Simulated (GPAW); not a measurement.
# BaAg2As2: optical spectrum from first principles, part 2 of 2

Aim: the dielectric function of BaAg2As2, and the optical constants that follow from it.

GPAW 26.7.0; DFT, PBE, plane-wave PAW (GPAW data sets), scalar-relativistic, RPA, optical limit.

So far. Step 2 (Ground state): There are states at the Fermi level within the smearing, so the occupations stay smeared and the carriers get a Drude term.

## Step 4: Dielectric function, RPA

Local fields let the induced charge screen the field inside the cell, which as a rule lowers ε, most along directions where the density is uneven.

This step: DFT, PBE, plane-wave PAW (GPAW data sets), scalar-relativistic, RPA, optical limit (GPAW 26.7.0).

df.py reads:

```python
from gpaw.response.df import DielectricFunction

df = DielectricFunction('full.gpw', frequencies={'type': 'nonlinear', 'domega0': 0.03, 'omega2': 8},
                        ecut=60,
                        eta=0.2,
                        nbands=65,
                        rate=0.1,
                        txt='df.txt')
for direction in ['x', 'z']:
    df.get_dielectric_function(xc='RPA', direction=direction, filename=f'df_{direction}.csv')
```

Launch:

```bash
> OMP_NUM_THREADS=1 python df.py
```

Output:

```text
Using integrator: PointIntegrator
NonLinearFrequencyDescriptor(from 0.000 to 79.533 eV, 519 points)
Nonperiodic BCs:  [False False False]
Using integrator: PointIntegrator
NonLinearFrequencyDescriptor(from 0.000 to 79.533 eV, 519 points)
Nonperiodic BCs:  [False False False]
Using integrator: PointIntegrator

Calculating chi0 body with:
    Ground state adapter containing:
    Number of spins: 1
    Number of kpoints: 1000
    Number of irreducible kpoints: 102
    Number of completely occupied states: 25
    Number of partially occupied states: 29

    Linear response parametrization:
    q_c: [0.0, 0.0, 0.0]
    Number of frequency points: 519
    Planewave cutoff: 60.0
    Number of bands: 65
    Number of planewaves: 107
    Broadening (eta): 0.2

Integrating chi0 body.

Symmetries of q_c:
    Direct symmetries (Uq -> q): 16
    Indirect symmetries (TUq -> q): 0
In total 16 allowed symmetries.

102 groups of equivalent kpoints. 89.8% reduction.

Integral kind: spectral function

Calculating chi0 optical extensions with:
    Ground state adapter containing:
    Number of spins: 1
    Number of kpoints: 1000
    Number of irreducible kpoints: 102
    Number of completely occupied states: 25
    Number of partially occupied states: 29

    Linear response parametrization:
    Number of frequency points: 519
    Planewave cutoff: 60.0
    Number of bands: 65
    Number of planewaves: 107
    Broadening (eta): 0.2
Integrating chi0 head and wings.

Symmetries of q_c:
    Direct symmetries (Uq -> q): 16
    Indirect symmetries (TUq -> q): 0
In total 16 allowed symmetries.

102 groups of equivalent kpoints. 89.8% reduction.

Integral kind: spectral function wings

Calculating drude chi0 with:
    Number of frequency points:519
    Plasma frequency decay rate: 0.1 eV

    Ground state adapter containing:
    Number of spins: 1
    Number of kpoints: 1000
    Number of irreducible kpoints: 102
    Number of completely occupied states: 25
    Number of partially occupied states: 29

Symmetries of q_c:
    Direct symmetries (Uq -> q): 16
    Indirect symmetries (TUq -> q): 0
In total 16 allowed symmetries.

102 groups of equivalent kpoints. 89.8% reduction.

Integral kind: intraband
Plasma frequency:
[[2.2 +0.j 0.  +0.j 0.  +0.j]
 [0.  +0.j 2.2 +0.j 0.  +0.j]
 [0.  +0.j 0.  +0.j 3.71-0.j]]
```

Run time: 4.6 min. Hardware: 1 thread of Arm Neoverse V1, shared host; peak memory 0.62 GiB.

Some rows of df_x.csv (energy; Re and Im without local fields; Re and Im with them):

```text
0.000000, 527.766346, 0.000000, 526.426407, 0.000000
0.555532, -0.405057, 14.064086, -1.780481, 13.946893
1.143969, 10.496710, 7.506206, 9.006419, 7.172849
1.768324, 9.008637, 9.342810, 7.605010, 8.710596
2.431988, 10.210094, 10.158728, 8.257658, 8.834306
3.138794, 5.261339, 12.008075, 4.842494, 9.875202
3.893091, 2.326724, 10.739578, 2.668293, 9.139629
4.699832, -0.411672, 9.009378, 0.225506, 8.263076
5.564682, -1.027785, 6.756116, -0.450248, 6.079559
6.494155, -1.387598, 5.374187, -0.677614, 5.048708
7.495775, -1.529027, 3.840594, -1.001239, 3.785888
8.578281, -1.425447, 2.664190, -1.096344, 2.820148
9.751884, -1.134644, 1.811927, -1.056265, 2.035462
11.028587, -0.581312, 1.237486, -0.587016, 1.360522
12.422601, 0.080317, 0.915621, -0.084284, 0.926937
13.950874, 0.411030, 0.954572, 0.218802, 0.827245
15.633783, 0.693105, 1.349462, 0.438837, 0.950399
17.496047, 0.045793, 1.605541, 0.409812, 0.875486
19.567954, -0.219483, 0.746973, 0.255303, 0.810281
```

Sum at mesh points, not converged in k. Im ε against photon energy; read off at these points:

| photon energy (eV) | E ∥ x | E ∥ z |
| --- | --- | --- |
| 0.50 | 16.6 | 48.1 |
| 1.00 | 7.14 | 33.6 |
| 1.50 | 9.34 | 23.8 |
| 2.00 | 8.14 | 13.2 |
| 2.50 | 9.35 | 10.1 |
| 2.78 | 10.5 | 9.65 |
| 3.00 | 9.95 | 9.38 |
| 3.50 | 9.72 | 7.72 |
| 4.00 | 9.01 | 6.82 |
| 4.50 | 8.95 | 6.13 |
| 5.00 | 7.51 | 6.03 |
| 5.50 | 6.14 | 5.32 |
| 6.00 | 5.45 | 5.31 |
| 6.50 | 5.04 | 4.86 |
| 7.00 | 4.40 | 3.97 |
| 7.50 | 3.78 | 3.71 |
| 8.00 | 3.56 | 3.08 |
| 8.50 | 2.88 | 2.51 |
| 9.00 | 2.62 | 2.07 |
| 9.50 | 2.22 | 1.74 |
| 10.00 | 1.80 | 1.48 |
| 10.50 | 1.52 | 1.42 |
| 11.00 | 1.37 | 1.24 |
| 11.50 | 1.11 | 1.08 |
| 12.00 | 0.967 | 0.941 |
| 12.50 | 0.930 | 0.945 |
| 13.00 | 0.883 | 0.857 |
| 13.50 | 0.877 | 0.794 |
| 14.00 | 0.824 | 0.798 |
| 14.50 | 0.846 | 0.849 |
| 15.00 | 0.839 | 0.852 |
| 15.50 | 0.923 | 0.841 |
| 16.00 | 0.938 | 0.812 |
| 16.50 | 0.906 | 0.789 |
| 17.00 | 0.852 | 0.739 |
| 17.50 | 0.876 | 0.776 |
| 18.00 | 0.859 | 0.780 |
| 18.50 | 0.848 | 0.755 |
| 19.00 | 0.874 | 0.765 |
| 19.50 | 0.822 | 0.773 |
| 20.00 | 0.713 | 0.733 |

Values under 1 per cm are given as 1; sum at mesh points, not converged in k. Table of absorption coefficient by photon energy:

| photon energy (eV) | E ∥ x (1/cm) | E ∥ z (1/cm) |
| --- | --- | --- |
| 0.492 | 1.7e5 | 2.6e5 |
| 1.010 | 1.2e5 | 4.2e5 |
| 1.486 | 2.1e5 | 5.3e5 |
| 1.985 | 2.7e5 | 6.1e5 |
| 2.508 | 3.7e5 | 6.2e5 |
| 3.018 | 5.3e5 | 6.9e5 |
| 3.510 | 6.5e5 | 7.6e5 |
| 3.980 | 7.4e5 | 7.9e5 |
| 4.516 | 9.3e5 | 8.1e5 |
| 4.981 | 1.0e6 | 8.8e5 |
| 5.515 | 1.0e6 | 9.3e5 |
| 6.021 | 1.1e6 | 1.1e6 |
| 6.494 | 1.1e6 | 1.2e6 |
| 6.985 | 1.2e6 | 1.2e6 |
| 7.496 | 1.2e6 | 1.2e6 |
| 8.026 | 1.3e6 | 1.3e6 |
| 8.516 | 1.3e6 | 1.3e6 |
| 9.023 | 1.3e6 | 1.2e6 |
| 9.483 | 1.3e6 | 1.2e6 |
| 10.026 | 1.3e6 | 1.1e6 |
| 10.519 | 1.2e6 | 1.1e6 |
| 11.029 | 1.1e6 | 1.1e6 |
| 11.479 | 1.1e6 | 1.0e6 |
| 12.023 | 9.6e5 | 9.3e5 |
| 12.504 | 8.9e5 | 9.1e5 |
| 13.000 | 8.6e5 | 8.8e5 |
| 13.512 | 8.3e5 | 7.9e5 |
| 14.040 | 7.9e5 | 7.9e5 |
| 14.493 | 7.9e5 | 8.0e5 |
| 14.960 | 7.9e5 | 8.3e5 |
| 15.536 | 8.5e5 | 8.5e5 |
| 16.031 | 9.1e5 | 8.5e5 |
| 16.541 | 9.3e5 | 8.5e5 |
| 16.959 | 9.0e5 | 8.3e5 |
| 17.496 | 9.4e5 | 8.5e5 |
| 18.049 | 9.6e5 | 8.9e5 |
| 18.504 | 9.8e5 | 9.0e5 |
| 18.969 | 1.1e6 | 9.2e5 |
| 19.447 | 1.1e6 | 9.9e5 |
| 20.061 | 1.0e6 | 1.0e6 |

Sum at mesh points, not converged in k. Im ε, E ∥ x against photon energy; read off at these points:

| photon energy (eV) | without local fields | with local fields |
| --- | --- | --- |
| 1.0 | 7.41 | 7.14 |
| 1.6 | 10.1 | 9.48 |
| 2.0 | 8.82 | 8.14 |
| 2.8 | 12.6 | 10.5 |
| 3.0 | 12.1 | 9.95 |
| 4.0 | 10.6 | 9.01 |
| 5.0 | 8.20 | 7.51 |
| 6.0 | 5.97 | 5.45 |
| 7.0 | 4.54 | 4.40 |
| 8.0 | 3.45 | 3.56 |
| 9.0 | 2.39 | 2.62 |
| 10.0 | 1.60 | 1.80 |
| 11.0 | 1.25 | 1.37 |
| 12.0 | 0.912 | 0.967 |
| 13.0 | 0.900 | 0.883 |
| 14.0 | 0.949 | 0.824 |
| 15.0 | 1.08 | 0.839 |
| 16.0 | 1.42 | 0.938 |
| 17.0 | 1.58 | 0.852 |
| 18.0 | 1.41 | 0.859 |
| 19.0 | 0.916 | 0.874 |
| 20.0 | 0.653 | 0.713 |

The loss function −Im 1/ε at q → 0 has structure finer than the step of the table below, so its rows give means over 1 eV, whole bins alone (the curve runs from 0.305 to 20.2 eV). Peaks (eV: height): E ∥ x 13.2: 1.15; E ∥ z 13.3: 1.27.

Sum at mesh points, not converged in k. Table of loss function −Im 1/ε at q → 0 by energy loss; means over each step:

| energy loss (eV) | E ∥ x | E ∥ z |
| --- | --- | --- |
| 1 | 0.0677 | 0.0312 |
| 2 | 0.0628 | 0.0661 |
| 3 | 0.0767 | 0.108 |
| 4 | 0.101 | 0.150 |
| 5 | 0.136 | 0.173 |
| 6 | 0.181 | 0.186 |
| 7 | 0.217 | 0.224 |
| 8 | 0.265 | 0.264 |
| 9 | 0.331 | 0.355 |
| 10 | 0.436 | 0.514 |
| 11 | 0.625 | 0.683 |
| 12 | 0.948 | 0.976 |
| 13 | 1.11 | 1.16 |
| 14 | 1.10 | 1.15 |
| 15 | 0.966 | 1.04 |
| 16 | 0.904 | 1.06 |
| 17 | 0.956 | 1.06 |
| 18 | 0.962 | 1.02 |
| 19 | 1.01 | 1.04 |

Sum at mesh points, not converged in k. Table of reflectivity at normal incidence by photon energy; read off at these points:

| photon energy (eV) | E ∥ x (%) | E ∥ z (%) |
| --- | --- | --- |
| 0.50 | 56.4 | 68.6 |
| 1.00 | 31.0 | 61.7 |
| 1.50 | 35.7 | 57.5 |
| 2.00 | 33.0 | 54.3 |
| 2.50 | 35.3 | 46.5 |
| 3.00 | 36.2 | 43.0 |
| 3.50 | 36.5 | 41.7 |
| 4.00 | 36.0 | 38.7 |
| 4.50 | 38.5 | 34.6 |
| 5.00 | 38.8 | 34.1 |
| 5.50 | 35.7 | 33.1 |
| 6.00 | 35.3 | 37.0 |
| 6.50 | 34.5 | 37.4 |
| 7.00 | 35.6 | 36.2 |
| 7.50 | 34.1 | 36.7 |
| 8.00 | 34.8 | 39.7 |
| 8.50 | 34.8 | 38.0 |
| 9.00 | 34.5 | 38.3 |
| 9.50 | 34.9 | 36.5 |
| 10.00 | 35.8 | 34.7 |
| 10.50 | 32.1 | 30.5 |
| 11.00 | 30.0 | 29.0 |
| 11.50 | 28.9 | 28.5 |
| 12.00 | 24.2 | 22.8 |
| 12.50 | 18.8 | 19.5 |
| 13.00 | 16.3 | 18.4 |
| 13.50 | 13.2 | 13.4 |
| 14.00 | 11.4 | 12.1 |
| 14.50 | 9.71 | 10.2 |
| 15.00 | 8.66 | 9.98 |
| 15.50 | 8.10 | 10.1 |
| 16.00 | 9.14 | 9.42 |
| 16.50 | 9.45 | 9.10 |
| 17.00 | 8.56 | 8.45 |
| 17.50 | 8.48 | 7.56 |
| 18.00 | 8.84 | 8.06 |
| 18.50 | 8.61 | 8.12 |
| 19.00 | 9.85 | 7.88 |
| 19.50 | 10.6 | 8.91 |
| 19.69 | 11.0 | 9.07 |
| 20.00 | 10.3 | 9.61 |

From ε follow the optical constants at some laser and lamp lines:

| wavelength (nm) | n x | k x | R (%) x | 1/α x | n z | k z | R (%) z | 1/α z |
| --- | --- | --- | --- | --- | --- | --- | --- | --- |
| 1550 | 2.69 | 1.634 | 33.9 | 76 nm | 4.30 | 4.340 | 63.3 | 28 nm |
| 633 | 3.07 | 1.328 | 33.0 | 38 nm | 2.22 | 3.100 | 55.6 | 16 nm |
| 532 | 3.13 | 1.332 | 33.5 | 32 nm | 2.14 | 2.630 | 49.0 | 16 nm |
| 450 | 3.07 | 1.708 | 36.9 | 21 nm | 2.13 | 2.255 | 42.7 | 16 nm |
| 405 | 2.84 | 1.740 | 36.1 | 19 nm | 2.06 | 2.250 | 42.9 | 14 nm |
| 308 | 2.43 | 1.848 | 36.0 | 13 nm | 1.72 | 1.955 | 38.7 | 13 nm |
| 248 | 1.88 | 2.000 | 38.8 | 9.9 nm | 1.73 | 1.745 | 34.1 | 11 nm |

A polished face would reflect 42 % of daylight and look light grey (CIE x = 0.320, y = 0.333 under D65).

## Step 5: Summary of results

At this level (PBE, RPA) BaAg2As2 is a metal. The mesh is too coarse to trust the carriers' weight, the reflectivity or the colour to better than tens of per cent. A polished face would reflect 42 % of daylight and look light grey (CIE x = 0.320, y = 0.333 under D65). The carriers' damping of 0.1 eV is typed, not computed; it shapes the response at the lowest energies. Spin-orbit coupling is left out although heavy atoms are present. The curves end at 20 eV, about where the summed bands run out. In this version of GPAW the matrix elements of the optical limit are incomplete, which can lower ε − 1 by up to a tenth where first-row anions or d states rule, and shift it by more in d metals. GPAW's carrier term has the form −ωp²/(ω + i·rate)², which damps like twice the rate and fails at low energy, so the curves leave the lowest energies out. The sum runs over mesh points 0.19 Å⁻¹ apart with no interpolation, so peaks are partly noise of the mesh, and the Drude plasma energy, a sum over the Fermi surface, isn't converged.

[Machine, clock and banner lines and Python warnings are left out of the logs.]

[Logs are printed without paths, hosts, clocks, repeated set-up lines and the standing remarks that a program may print on its own settings, such as how far it seeks lower states.]

[Hosts, paths, dates, database ids (printed as entryN), source tags and the programs' standing remarks are cut or masked in the printed files.]
